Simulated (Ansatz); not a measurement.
# Tc of Au (Fm-3m) from its phonons

Wanted: λ, ω_log and Tc of Au (Fm-3m). The cell shown first is a relaxed one, from steps not shown here.

Method: DFT PBE, scalar-relativistic, plane waves, PAW; PAW set soft_1, in the first sound run; inputs show where later runs differ, in Ansatz 0.2.0.

**1. The cell after earlier relaxation steps**

The structure is cubic, space group Fm-3m (No. 225). The conventional cell has a = 4.159 Å, b = 4.159 Å, c = 4.159 Å, α = 90.00°, β = 90.00°, γ = 90.00°. Nearest to Au lie 12 Au at 2.94 Å.

**2. Electron–phonon run: finite displacements**

The run that gives the couplings also evaluates McMillan's and Allen and Dynes's formulas and, where asked, the Eliashberg equations, over a range of μ*.

input.yaml reads:

```yaml
crystal:
  lattice:
    - [0.0, 2.079711394, 2.079711394]
    - [2.079711394, 0.0, 2.079711394]
    - [2.079711394, 2.079711394, 0.0]
  atoms:
    - { symbol: Au, position: [0.0, 0.0, 0.0] }
kpoints:
  mp_grid: { grid: [12, 12, 12] }
hamiltonian:
  xc: pbe
  pseudopotentials: { kind: paw, azcp: { folder: soft_1 } }
scf:
  occupations: { method: methfessel_paxton, width: 0.2 }
output:
  eigenvalues: true
phonons:
  method: fd
  supercell: [4, 4, 4]
  temperatures: { t_max: 1000, t_step: 50 }
  qpath:
    path:
      - [[0.0, 0.0, 0.0], [0.5, 0.0, 0.5], [0.625, 0.25, 0.625]]
      - [[0.375, 0.375, 0.75], [0.0, 0.0, 0.0], [0.5, 0.5, 0.5], [0.5, 0.25, 0.75], [0.5, 0.0, 0.5]]
    npoints: 6
  electrical_resistivity:
    mesh: [16, 16, 16]
    temperatures: [20.0, 50.0, 80.0, 100.0, 150.0, 200.0, 273.0, 300.0, 400.0, 500.0, 600.0, 800.0]
  superconductivity: { mesh: [16, 16, 16], eliashberg_equations: false }
```

Started as:

```bash
$ ansatz run input.yaml --threads 16 --pin off --max-ram 92160MiB --backend cuda --events-out ev --progress --plain --runs-dir out --max-vram 78GiB
```

Planned after this: coupling and resistivity: r2SCAN at its own relaxed cell; resistivity: spin–orbit coupling. Settings of the main run: cutoff 420 eV, 12×12×12 k-mesh, Methfessel-Paxton occupations, smearing width 0.2 eV, 16×16×16 scattering mesh, 4×4×4 q-mesh, PAW set soft 1.

**Question.** What will these runs give for the meshes, coupling constant λ and log mean phonon energy ħω_log?

Above the Debye range the phonon population grows as T, and so does the scattering: the resistivity is close to linear in T. λ = 2∫α²F(ω)/ω dω weights soft modes most: the lower half of the spectrum holds 34 % of the area but 48 % of λ. In the last run (PBE, spin–orbit coupling, q 4×4×4, k 12×12×12, scattering 16×16×16), with λ = 0.22 and ħω_log = 8.06 meV, Tc at μ* = 0.13 is under 1 mK by the formulas.

* meshes: q 4×4×4, k 12×12×12, scattering 16×16×16
* coupling constant λ: 0.217
* log mean phonon energy ħω_log: 8.06 meV

Wikipedia's list of superconducting elements holds no transition of Au at normal pressure, in line with the calculation. In that run Allen and Dynes's formula gives no transition above 0.05 K at μ* = 0.10 or more. By the run's own test λ is not converged in the fine mesh: it moves by 2 % between the two finest, and by up to 4 % in the other runs. The run's transport test calls it not converged in the mesh; ρ(300 K) moves by 2 % in the component that moves most. Over the runs, λ takes the values 0.194, 0.211 and 0.217, in the order shown. μ* is a typed number, phonons are harmonic, and spin fluctuations are left out; with λ this near or under μ*(1 + 0.62 λ), the formulas give Tc only to its order of magnitude, or none.

[Logs are printed without paths, hosts, clocks, repeated set-up lines and the standing remarks that a program may print on its own settings, such as how far it seeks lower states.]

[Hosts, paths, dates, database ids (printed as entryN), source tags and the programs' standing remarks are cut or masked in the printed files.]
